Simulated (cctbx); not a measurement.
**Accept or mend?**

Cell a = 7.6580 Å, b = 7.6580 Å, c = 14.0840 Å, α = 90.00°, β = 90.00°, γ = 120.00°; space group P6_3cm (no. 185).

The data are simulated with cctbx, not measured: Mo Kα, λ = 0.71073 Å, to d = 0.7 Å, 50 % of the full sphere, strongest reflection 5000 counts, noise from counting, a 6 % proportional error and a noise floor of 15 counts (s.d.); no absorption.

An anisotropic refinement with weights 1/σ² prints:

```text
Rint 0.086, 133 unique reflections to 1.30 A
cycle     R1     wR2    GooF  max shift (A)
   1  0.0331  0.0767   1.118   0.01583
   3  0.0260  0.0672   0.979   0.00000
final R1 0.0260 wR2 0.0672 GooF 0.979  parameters 30  data/parameter 4.4
atom        x        y        z      Ueq    occ   su(xyz)  su(Uiso or U11)
Y1     0.00000  0.00000  0.77175   0.0050  1.000  0.00092  0.0097
Y2     0.66667  0.33333  0.73494   0.0131  1.000  0.00054  0.0053
Mn1    0.00000  0.66501  0.50781   0.0071  1.000  0.00413  0.0156  NPD
S1     0.00000  0.30478  0.16874   0.0134  1.000  0.00383  0.0260  NPD
S2     0.00000  0.35575  0.84360   0.0075  1.000  0.00348  0.0182  NPD
S3     0.00000  0.00000  0.97356  -0.0027  1.000  0.00379  0.0199  NPD
S4     0.66667  0.33333  0.52027   0.0225  1.000  0.00190  0.0148
difference map: max 0.83 min -1.19 rms 0.22
Q1    0.0000  0.1415  0.2411    6    0.86  1.17 A from Y1
Q2    0.0000  0.1276  0.3736    6    0.72  1.71 A from S3
Q3    0.0000  0.2622  0.8071    6    0.63  0.88 A from S2
Q4    0.0000  0.2603  0.6824    6    0.56  2.19 A from S1
Q5    0.0000  0.1312  0.1368    6    0.53  1.40 A from S1
Q6    0.1227  0.4150  0.3206   12    0.52  2.08 A from S2
```

Q: Accept it or mend it, and why?

Mend it. The fault: data cut at low resolution. Against the right model at the same level, R1 goes from 0.0470 to 0.0260 and GooF from 0.89 to 0.98 and Mn1, S1, S2 and S3 go non-positive-definite. The atoms are right, but there are too few data for the parameters: R1 flatters and the s.u.s grow. Data per parameter fall from 26.8 to 4.4.

The compound is YMnS3. The right model at the same level gives:

```text
Rint 0.172, 805 unique reflections to 0.70 A
cycle     R1     wR2    GooF  max shift (A)
   1  0.0560  0.1156   1.032   0.02328
   2  0.0470  0.1000   0.893   0.00016
final R1 0.0470 wR2 0.1000 GooF 0.893  parameters 30  data/parameter 26.8
atom        x        y        z      Ueq    occ   su(xyz)  su(Uiso or U11)
Y1     0.00000  0.00000  0.77239   0.0109  1.000  0.00019  0.0013
Y2     0.66667  0.33333  0.73459   0.0104  1.000  0.00010  0.0007
Mn1    0.00000  0.66447  0.50680   0.0061  1.000  0.00106  0.0020
S1     0.00000  0.30538  0.16695   0.0148  1.000  0.00093  0.0027
S2     0.00000  0.35822  0.84213   0.0090  1.000  0.00078  0.0024
S3     0.00000  0.00000  0.97675   0.0081  1.000  0.00058  0.0026
S4     0.66667  0.33333  0.52107   0.0143  1.000  0.00040  0.0015
Flack x: 0.01(4)
Hooft y: 0.002(46)  Bijvoet pairs: 381
difference map: max 2.49 min -2.54 rms 0.56
Q1    0.0000  0.4219  0.2656    6    2.50  1.65 A from S1
Q2    0.0000  0.1766  0.2387    6    2.43  1.41 A from S1
Q3    0.0000  0.1205  0.3418    6    2.27  1.34 A from Y1
Q4    0.0000  0.1570  0.1094    6    2.24  1.40 A from S1
Q5    0.0000  0.1144  0.0503    6    2.19  1.36 A from S3
Q6    0.0000  0.1214  0.4059    6    2.16  1.36 A from S3
```

The model was made for the exercise: a known structure type with other elements put in, its volume estimated, not relaxed; displacement parameters are assumed.

[Middle refinement cycles are left out of these outputs.]

[Logs are printed without paths, hosts, clocks, repeated set-up lines and the standing remarks that a program may print on its own settings, such as how far it seeks lower states.]
